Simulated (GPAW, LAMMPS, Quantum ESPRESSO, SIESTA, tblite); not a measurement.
## Amorphous 37Ga2O3-63Al2O3 (mol %) (135 atoms) in GPAW

How do the settings of GPAW change the result for amorphous 37Ga2O3-63Al2O3 (mol %) (135 atoms)? A plane-wave run serves as the yardstick.

Program: GPAW 26.7.0. Level of theory: the method is named at each step. Results are calculated unless marked as measured.

## 1. The structure

The cell holds 135 atoms: 20 Ga, 34 Al and 81 O. Cell: a = 11.105 Å, b = 11.105 Å, c = 11.105 Å, α = 90.0°, β = 90.0°, γ = 90.0°. 135 atoms (20 Fe, 34 Al, 81 O) placed at random at 3.55 g/cm³, melted at 5000 K for 10 ps at fixed volume with the Morse and Coulomb pair potential with partial charges (Pedone, Malavasi, Menziani, Cormack and Segre, J. Phys. Chem. B 110, 11780 (2006)). Quenched from 5000 K to 300 K at 50 K/ps and fixed volume, held 10 ps at zero pressure, then minimised at fixed cell. Then Fe was replaced by Ga and the cell scaled by 1.006 (the potential has no terms for the new elements, so the cell is a start for a DFT relaxation).

The yardstick, on the same geometry:

* method: Kohn-Sham DFT, PBE, SSSP efficiency 1.3.0 pseudopotentials, plane waves (Quantum ESPRESSO 7.5); sssp-pbe-1.3.0-efficiency, cutoffs 70/560 Ry, Γ point
* r.m.s. force component: 0.6367 eV/Å
* longest force: 2.732 eV/Å
* pressure: 7.288 GPa
* gap (highest filled to lowest empty level): 2.19 eV
* time: 15 min on 4 MPI ranks of Arm Neoverse V2, shared host
* CPU time: 62 min

## 2. PBE, LCAO dzp, h 0.18 Å

Method: Kohn-Sham DFT, PBE, PAW, atomic orbitals (dzp).

Contents of run.py:

```python
import numpy as np
from ase.io import read
from gpaw import GPAW, FermiDirac
from ase.parallel import parprint as print

atoms = read("structure.xyz")
atoms.calc = GPAW(
    mode="lcao",
    basis="dzp",
    h=0.18,
    xc="PBE",
    kpts={"size": (1, 1, 1), "gamma": True},
    occupations=FermiDirac(0.05),
    maxiter=200,
    symmetry={"point_group": False},
    txt="gpaw.txt",
)
energy = atoms.get_potential_energy(force_consistent=True)
forces = atoms.get_forces()
print(f"energy {energy:.6f} eV")
print("forces (eV/A)")
for i, (a, f) in enumerate(zip(atoms, forces)):
    print(f"{i:4d} {a.symbol:2s} {f[0]:10.5f} {f[1]:10.5f} {f[2]:10.5f}")
print(f"Fermi level {atoms.calc.get_fermi_level():.4f} eV")
for k in range(len(atoms.calc.get_ibz_k_points())):
    for s in range(atoms.calc.get_number_of_spins()):
        e = atoms.calc.get_eigenvalues(kpt=k, spin=s)
        n = np.searchsorted(e, atoms.calc.get_fermi_level())
        print(f"k {k} spin {s} levels about the Fermi level:", np.round(e[max(n - 6, 0):n], 4).tolist(), "|", np.round(e[n:n + 6], 4).tolist())
```

Contents of structure.xyz:

```xyz
135
Lattice="11.10507 0.00000 0.00000 0.00000 11.10507 0.00000 0.00000 0.00000 11.10507" Properties=species:S:1:pos:R:3 pbc="T T T"
Ga 10.82722 6.12000 0.98680
Ga 2.50086 10.03465 10.43799
Ga 6.49036 9.95048 4.57629
Ga 3.39204 2.25244 2.97316
Ga 3.19970 5.45836 7.63707
Ga 4.54153 5.82616 10.89352
Ga 10.68585 7.54956 6.38408
Ga 1.83167 1.07353 8.16067
Ga 9.57379 4.59517 10.14048
Ga 0.88685 0.07463 3.11719
Ga 11.05154 9.06862 0.53993
Ga 5.01261 6.12223 3.15440
Ga 10.41533 4.88890 4.58284
Ga 5.39018 8.90593 0.43576
Ga 7.22407 4.58018 4.78806
Ga 8.93358 1.89974 3.74596
Ga 10.85998 10.04554 8.35534
Ga 5.50667 1.01667 11.10285
Ga 7.76511 10.80590 1.95338
Ga 3.42536 0.56169 5.57819
Al 6.83073 3.71998 9.31504
Al 2.39059 6.32745 4.80117
Al 2.38237 8.92537 7.11346
Al 4.09988 10.73072 2.23534
Al 8.30459 1.99147 0.33915
Al 8.52647 8.31970 0.89596
Al 8.15268 7.55289 3.71020
Al 9.94126 1.97448 8.95502
Al 4.93243 10.74937 8.19154
Al 9.25252 7.77177 9.13048
Al 7.63796 2.36027 7.15733
Al 1.20112 7.02485 9.34414
Al 2.00746 3.20426 5.35686
Al 10.78869 1.68231 6.02594
Al 0.54859 7.94468 3.52708
Al 3.49021 8.85552 4.44103
Al 0.38779 3.19404 2.40336
Al 2.97105 7.81653 1.56704
Al 4.81149 3.68300 5.81217
Al 4.34208 2.55605 8.51081
Al 2.47499 4.85181 1.80768
Al 5.74077 6.99897 5.82794
Al 9.95558 9.97602 5.02715
Al 7.63973 9.23487 7.07204
Al 11.07853 4.50655 7.36044
Al 5.89879 3.33807 2.17371
Al 7.88960 10.93494 9.18956
Al 8.13868 5.27991 2.13328
Al 2.85100 2.08165 0.02576
Al 4.37262 7.77932 8.52303
Al 1.70119 4.31965 9.75125
Al 8.25840 5.79152 7.43951
Al 0.27874 0.69173 0.28185
Al 6.20329 1.57925 4.54086
O 2.37038 8.23952 3.22180
O 4.71743 7.69670 10.14781
[... 75 atom lines left out ...]
O 3.50321 9.44520 1.02033
O 5.96520 4.91832 10.06652
O 2.61069 4.87646 5.80240
O 10.95715 10.44021 10.21733
```

On the command line:

```console
$ OMP_NUM_THREADS=1 mpirun -np 2 gpaw python run.py > output.txt
```

The log of the run:

```text
energy -853.302233 eV
forces (eV/A)
   0 Ga   -0.62934   -0.85422   -0.18919
   1 Ga    0.05984    0.51834   -0.50644
   2 Ga    0.16609   -0.08429    0.13470
   3 Ga   -0.09571    0.42184   -0.34632
   4 Ga    0.25832   -0.27711   -0.20246
   5 Ga    0.15375    0.47264   -0.21163
   6 Ga    0.19834    0.37163    0.11351
   7 Ga    0.14813    0.69375    0.15189
   8 Ga   -0.14858    0.26183   -0.20984
   9 Ga    0.07001    0.44220   -0.29422
  10 Ga   -0.44423    0.21595   -0.73877
  11 Ga    0.07137   -0.10082   -0.16613
  12 Ga   -0.21263   -0.01282    0.37444
  13 Ga    0.61675   -0.26375   -0.07069
  14 Ga   -0.55664   -0.48889   -0.23321
  15 Ga   -0.55053    0.01859    0.60614
  16 Ga   -0.11438    0.01368    0.14086
  17 Ga   -0.11711   -0.01525   -0.32859
  18 Ga    0.17556   -0.32235    0.12452
  19 Ga    0.28694    0.57483   -0.25435
  20 Al   -0.52173   -0.44185   -0.92975
  21 Al    0.22284    0.49144    0.38258
  22 Al    0.36858   -0.28678    0.41932
  23 Al    0.00864    0.63452    0.56507
[...]
127 O     1.24856    0.41518   -0.21036
 128 O    -1.39832    0.42532   -1.79663
 129 O     0.77515    0.27538    0.21679
 130 O    -0.81566   -0.21678   -0.45664
 131 O    -0.27317    0.72658   -0.61922
 132 O    -1.18184    1.76141    1.08271
 133 O     0.50094   -0.16646    0.59591
 134 O    -0.17400   -0.18087    0.01214
Fermi level 6.5698 eV
k 0 spin 0 levels about the Fermi level: [5.2678, 5.2789, 5.3137, 5.387, 5.4108, 5.5391] | [7.5971, 8.776, 9.0464, 9.3397, 9.3724, 9.5009]
```

gpaw.txt:

```text
Input parameters:
  mode=LCAO(),
  basis={'default': 'dzp'},
  h=0.18,
  kpts=MonkhorstPack(size=(1, 1, 1), gamma=True),
  maxiter=200,
  occupations=Occupations(name='fermi-dirac', width=0.05, fixmagmom=False),
  symmetry=Symmetry(point_group=False),
  xc=XC(name='PBE')
Unit cell  # Å
| periodic |         x |         y |         z |   lengths |    angles |
|----------|-----------|-----------|-----------|-----------|-----------|
|      yes | 11.105070 |  0.000000 |  0.000000 | 11.105070 | 90.000000 |
|      yes |  0.000000 | 11.105070 |  0.000000 | 11.105070 | 90.000000 |
|      yes |  0.000000 |  0.000000 | 11.105070 | 11.105070 | 90.000000 |
Number of symmetries: 1
Symmetry operations  # r_c * U_cc + t_c -> r_c
|   | kind |            matrix            |
|---|------|------------------------------|
| 0 |  E   |  1, 0, 0,  0, 1, 0,  0, 0, 1 |
BZ-sampling:
  Number of BZ points: 1
  Number of IBZ points: 1
  Monkhorst-Pack size: [1, 1, 1]
  Monkhorst-Pack shift: [0, 0, 0]
[... lines left out ...]
eigensolver:
density mixing:
  MSR1-Mixer
occupation numbers:
  Fermi-Dirac:
    width: 0.0500  # eV
FastPoissonSolver using
    Stencil: 6*3+1=19 point O(h^6) finite-difference Laplacian
xc functional:
  name: PBE with 2 nearest neighbor stencil
interpolation: tri-quintic # 5. degree polynomial
Initialization done in: 8.022 s
convergence criteria:
- Maximum [total energy] change in last 3 cyles: 0.0005 eV / valence electron
- Maximum integral of absolute [dens]ity change: 0.0001 electrons / valence electron
- Maximum integral of absolute [eigenst]ate change: 4e-08 eV^2 / valence electron
maximum number of iterations: 200
SCF iterations
|iter     |      energy | eigst |  dens |
|---------|-------------|-------|-------|
|iter:   1| -942.634497 |      c|       |
|iter:   2| -919.816721 |      c| -0.74 |
|iter:   3| -853.159565 |      c| -0.79 |
|iter:   4| -853.211493 |      c| -1.42 |
|iter:   5| -853.411077c|      c| -1.70 |
|iter:   6| -853.303492c|      c| -2.35 |
|iter:   7| -853.302560c|      c| -3.04 |
|iter:   8| -853.302304c|      c| -3.39 |
|iter:   9| -853.302235c|      c| -3.77 |
|iter:  10| -853.302233c|      c| -4.29c|
Converged in 10 steps
SCF loop duration: 223.735 s (22.373 s/step)
Energy contributions relative to reference atoms: (reference = -1447518.857977)
Energy contributions:
  Kinetic:        1649.776391
  Coulomb:       -1421.704862
  Zero:             21.938650
  External:          0.000000
  Xc:            -1103.312412
  Entropy:          -0.000000
  Spinorbit:         0.000000
  ----------------------------
  Free energy:    -853.302233
  Extrapolated:   -853.302233
dipole moment: (97.625804, 6.440368, -24.132406)  # |e|*Ang
Fermi level: 6.570
Eigenvalues  # (at kpt = [0.000, 0.000, 0.000])
| band index |      eig [eV] | occ [0-2] |
|------------|---------------|-----------|
|          0 |       -14.421 |     2.000 |
|        ... |               |           |
|        316 |         5.171 |     2.000 |
|        317 |         5.216 |     2.000 |
[...]
|        331 |         9.838 |     0.000 |
|        ... |               |           |
|        392 |        14.142 |     0.000 |
Gap: 2.058 eV
Transition (v -> c):
  (s=0, k=0, n=323, [0.00, 0.00, 0.00]) -> (s=0, k=0, n=324, [0.00, 0.00, 0.00])
No difference between direct/indirect transitions
Force computation time: 56.484  # s
timing:  # [seconds]
  Total:  288.270  # ━━━━━━━━━━━━━━━━━━━━━━━━━━━━━━━━━━━━━━━━━━━━━━━━━━━━━━━━
  Init:     8.022  # ━╸
  SCF:    223.735  # ━━━━━━━━━━━━━━━━━━━━━━━━━━━━━━━━━━━━━━━━━━━╸
  Forces:  56.484  # ━━━━━━━━━━━
```

The job ended after 4.8 min (2 MPI ranks of Arm Neoverse V2, shared host; peak memory 2.9 GiB; 9.7 min of CPU time).

Banners, paths, timers and routine set-up lines are dropped from the logs unmarked, and long logs keep their key lines alone; longer cuts are marked.

Against the reference:

```yaml
r_m_s_force_component: 0.661 eV/Å
r_m_s_difference_of_force_components: 246.8 meV/Å
longest_difference_of_force_vectors: 1064 meV/Å
force_difference_over_r_m_s_force: 38.76 %
slope_of_forces_against_the_reference_s: 0.9638
correlation_of_force_components: 0.9284
spacing_of_highest_filled_and_lowest_empty_level: 2.058 eV
gap_difference: -0.132 eV
```

This run lies far from the reference in forces at the same functional. Basis and potentials both differ; the latter hold 648 valence electrons against the reference's 848.

Length of the force difference by element (eV/Å):

```csv
element,atoms,mean,most
Al,34,0.27,0.45
Ga,20,0.45,0.99
O,81,0.41,1.1
```

Levels nearest the highest filled one (eV from it): -0.27, -0.26, -0.23, -0.15, -0.13, 0.00, 2.06, 3.24, 3.51, 3.80, 3.83, 3.96.

Local excerpt of 9 atoms (numbers count through the whole input) about O133, which has 2 bonded neighbours where the commonest count for O is 3; x, y, z are measured from there.

| atom | x | y | z | distance (Å) | bonds | Fx | Fy | Fz (eV/Å) |
| --- | --- | --- | --- | --- | --- | --- | --- | --- |
| O133 | 0.00 | 0.00 | 0.00 | 0.00 | 2 | -1.18 | 1.76 | 1.08 |
| Al21 | 0.87 | -1.20 | -0.75 | 1.66 | 4 | -0.52 | -0.44 | -0.93 |
| Ga6 | -1.42 | 0.91 | 0.83 | 1.88 | 4 | 0.15 | 0.47 | -0.21 |
| O81 | -2.75 | 0.27 | -0.48 | 2.80 | 3 | 0.33 | 0.79 | -0.20 |
| O128 | 2.26 | -1.69 | 0.16 | 2.83 | 3 | 1.25 | 0.42 | -0.21 |
| O56 | -1.25 | 2.78 | 0.08 | 3.05 | 3 | 0.53 | -0.49 | 2.50 |
| O111 | 1.87 | -0.90 | -2.26 | 3.07 | 3 | 0.18 | 0.62 | 0.30 |
| O120 | 0.46 | 0.12 | 3.04 | 3.08 | 3 | -1.09 | 0.58 | -0.22 |
| O116 | -1.72 | -2.57 | 0.13 | 3.10 | 3 | 1.60 | 0.06 | 0.87 |

Atoms are counted from 1 here, from 0 in the log.

Forces lie 39 % from the reference's, at 0.16 times its CPU time (on 2 against 4 cores).

The forces add up to 0.53 eV/Å instead of zero, usually a sign of too coarse a grid.

## 3. PBE, LCAO dzp, h 0.15 Å

Method: Kohn-Sham DFT, PBE, PAW, atomic orbitals (dzp).

Changes to run.py since step 2:

```diff
@@ -9,3 +9,3 @@
     basis="dzp",
-    h=0.18,
+    h=0.15,
     xc="PBE",
```

structure.xyz is that of step 2.

On the command line:

```console
$ OMP_NUM_THREADS=1 mpirun -np 4 gpaw python run.py > output.txt
```

The log of the run:

```text
energy -862.342434 eV
forces (eV/A)
   0 Ga   -0.62761   -0.86090   -0.19475
   1 Ga    0.06268    0.51344   -0.50148
   2 Ga    0.16400   -0.08052    0.14092
   3 Ga   -0.09485    0.41326   -0.34360
   4 Ga    0.25559   -0.27908   -0.19890
   5 Ga    0.14919    0.47070   -0.21728
[...]
132 O    -1.09457    1.75900    1.14421
 133 O     0.58669   -0.15314    0.63863
 134 O    -0.12222   -0.18154    0.05257
Fermi level 6.5685 eV
k 0 spin 0 levels about the Fermi level: [5.2642, 5.2755, 5.3101, 5.383, 5.4075, 5.5354] | [7.5982, 8.7729, 9.0435, 9.337, 9.37, 9.4973]
```

gpaw.txt:

```text
Input parameters:
  mode=LCAO(),
  basis={'default': 'dzp'},
  h=0.15,
  kpts=MonkhorstPack(size=(1, 1, 1), gamma=True),
  maxiter=200,
  occupations=Occupations(name='fermi-dirac', width=0.05, fixmagmom=False),
[... lines left out ...]
  Fermi-Dirac:
[... lines left out ...]
convergence criteria:
- Maximum [total energy] change in last 3 cyles: 0.0005 eV / valence electron
[... lines left out ...]
Converged in 10 steps
[... lines left out ...]
  Free energy:    -862.342434
[... lines left out ...]
Fermi level: 6.569
[... lines left out ...]
|        ... |               |           |
|        392 |        14.140 |     0.000 |
Gap: 2.063 eV
Transition (v -> c):
  (s=0, k=0, n=323, [0.00, 0.00, 0.00]) -> (s=0, k=0, n=324, [0.00, 0.00, 0.00])
No difference between direct/indirect transitions
Force computation time: 56.436  # s
timing:  # [seconds]
  Total:  287.096  # ━━━━━━━━━━━━━━━━━━━━━━━━━━━━━━━━━━━━━━━━━━━━━━━━━━━━━━━━
  Init:     5.933  # ━
  SCF:    224.694  # ━━━━━━━━━━━━━━━━━━━━━━━━━━━━━━━━━━━━━━━━━━━━
  Forces:  56.436  # ━━━━━━━━━━━
```

Wall time 4.8 min (4 MPI ranks); peak memory 6 GiB.

Numbers from this run, and their distance from the reference:

| Property | Result |
| --- | --- |
| r.m.s. force component | 0.6605 eV/Å |
| r.m.s. difference of force components | 244.2 meV/Å |
| longest difference of force vectors | 1052 meV/Å |
| force difference over r.m.s. force | 38.35 % |
| slope of forces against the reference's | 0.9646 |
| correlation of force components | 0.9298 |
| gap (highest filled to lowest empty level) | 2.063 eV |
| gap difference | -0.1272 eV |
| energy less the same-level run's | -66.96 meV/atom |
| r.m.s. force difference from the same-level run | 32.08 meV/Å |

This run lies far from the reference in forces at the same functional. Basis and potentials both differ; the latter hold 648 valence electrons against the reference's 848.

Against the first run (39 %), the force difference from the reference is 38 %, at 2.0 times the CPU time (on 4 against 2 cores): the change moves forces by 32 meV/Å r.m.s., so most of the difference comes from elsewhere.

## 4. PBE, LCAO szp(dzp), h 0.18 Å

Method: Kohn-Sham DFT, PBE, PAW, atomic orbitals (szp(dzp)).

Changes to run.py since step 3:

```diff
@@ -3,3 +3,2 @@
 from gpaw import GPAW, FermiDirac
-from ase.parallel import parprint as print
 
@@ -8,4 +7,4 @@
     mode="lcao",
-    basis="dzp",
-    h=0.15,
+    basis="szp(dzp)",
+    h=0.18,
     xc="PBE",
```

structure.xyz is that of step 3.

On the command line:

```console
$ OMP_NUM_THREADS=1 python run.py > output.txt
```

The log of the run:

```text
energy -834.467066 eV
forces (eV/A)
   0 Ga   -0.71911   -0.75554   -0.13298
   1 Ga    0.15416    0.57208   -0.57436
   2 Ga    0.13297   -0.05624    0.22441
   3 Ga   -0.12221    0.41121   -0.40127
   4 Ga    0.34356   -0.24515   -0.24039
   5 Ga    0.21020    0.40307   -0.12369
   6 Ga    0.21421    0.41487    0.14097
   7 Ga    0.17113    0.79062    0.20722
   8 Ga   -0.08450    0.26448   -0.11108
   9 Ga    0.08010    0.50442   -0.29881
  10 Ga   -0.57303    0.28030   -0.69971
  11 Ga    0.09467   -0.10098   -0.22380
  12 Ga   -0.21243   -0.03301    0.40125
  13 Ga    0.74019   -0.24335   -0.16581
  14 Ga   -0.51645   -0.56465   -0.19414
  15 Ga   -0.53095    0.04182    0.68405
  16 Ga   -0.10333    0.06226    0.19641
  17 Ga   -0.11282   -0.02354   -0.40684
  18 Ga    0.32396   -0.42083    0.23004
  19 Ga    0.28237    0.65773   -0.25079
  20 Al   -0.70499   -0.18013   -0.75434
  21 Al    0.21831    0.47336    0.41297
  22 Al    0.29236   -0.24711    0.31850
  23 Al    0.07968    0.65830    0.69909
[...]
127 O     1.19060    0.34175   -0.21175
 128 O    -1.07228    0.30353   -1.67233
 129 O     0.65819    0.25131    0.27617
 130 O    -0.79844   -0.28038   -0.50876
 131 O    -0.30253    0.75117   -0.53670
 132 O    -0.98494    1.43511    0.89190
 133 O     0.51895   -0.18112    0.51985
 134 O    -0.14258   -0.18466    0.11531
Fermi level 6.8389 eV
k 0 spin 0 levels about the Fermi level: [5.5258, 5.5454, 5.5999, 5.6404, 5.6736, 5.8612] | [7.8142, 9.0108, 9.2376, 9.5715, 9.5961, 9.7267]
```

gpaw.txt:

```text
Input parameters:
  mode=LCAO(),
  basis={'default': 'szp(dzp)'},
  h=0.18,
  kpts=MonkhorstPack(size=(1, 1, 1), gamma=True),
  maxiter=200,
  occupations=Occupations(name='fermi-dirac', width=0.05, fixmagmom=False),
  symmetry=Symmetry(point_group=False),
  xc=XC(name='PBE')
Unit cell  # Å
| periodic |         x |         y |         z |   lengths |    angles |
[... lines left out ...]
  Fermi-Dirac:
[... lines left out ...]
convergence criteria:
- Maximum [total energy] change in last 3 cyles: 0.0005 eV / valence electron
[... lines left out ...]
Converged in 10 steps
[... lines left out ...]
  Free energy:    -834.467066
  Extrapolated:   -834.467066
dipole moment: (97.450306, 6.611933, -24.352421)  # |e|*Ang
Fermi level: 6.839
Eigenvalues  # (at kpt = [0.000, 0.000, 0.000])
| band index |      eig [eV] | occ [0-2] |
|------------|---------------|-----------|
|          0 |       -14.343 |     2.000 |
|        ... |               |           |
|        316 |         5.452 |     2.000 |
|        317 |         5.470 |     2.000 |
[...]
|        331 |        10.080 |     0.000 |
|        ... |               |           |
|        392 |        14.419 |     0.000 |
Gap: 1.953 eV
Transition (v -> c):
  (s=0, k=0, n=323, [0.00, 0.00, 0.00]) -> (s=0, k=0, n=324, [0.00, 0.00, 0.00])
No difference between direct/indirect transitions
Force computation time: 69.844  # s
timing:  # [seconds]
  Total:  357.960  # ━━━━━━━━━━━━━━━━━━━━━━━━━━━━━━━━━━━━━━━━━━━━━━━━━━━━━━━━
  Init:    12.826  # ━━
  SCF:    275.250  # ━━━━━━━━━━━━━━━━━━━━━━━━━━━━━━━━━━━━━━━━━━━
  Forces:  69.844  # ━━━━━━━━━━━
```

It took 6 min on 1 thread; peak memory 2.3 GiB.

Numbers from this run, and their distance from the reference:

| Property | Result |
| --- | --- |
| r.m.s. force component | 0.6346 eV/Å |
| r.m.s. difference of force components | 277.5 meV/Å |
| longest difference of force vectors | 1275 meV/Å |
| force difference over r.m.s. force | 43.59 % |
| slope of forces against the reference's | 0.9018 |
| correlation of force components | 0.9047 |
| gap (highest filled to lowest empty level) | 1.953 eV |
| gap difference | -0.237 eV |

This is a coarse setting, run to see what it loses.

Against the first run (39 %), the force difference from the reference is 44 %, at 0.62 times the CPU time (on 1 against 2 cores), with 1215 basis functions against 1755: the smaller basis costs accuracy.

The forces add up to 0.51 eV/Å instead of zero, usually a sign of too coarse a grid.

(Part 1 of 2 ends here.)

[Also dropped from logs without a mark: logging warnings of Python, and SIESTA's first energy breakdown and zero terms.]

[Logs are printed without paths, hosts, clocks, repeated set-up lines and the standing remarks that a program may print on its own settings, such as how far it seeks lower states.]

[Hosts, paths, dates, database ids (printed as entryN), source tags and the programs' standing remarks are cut or masked in the printed files.]
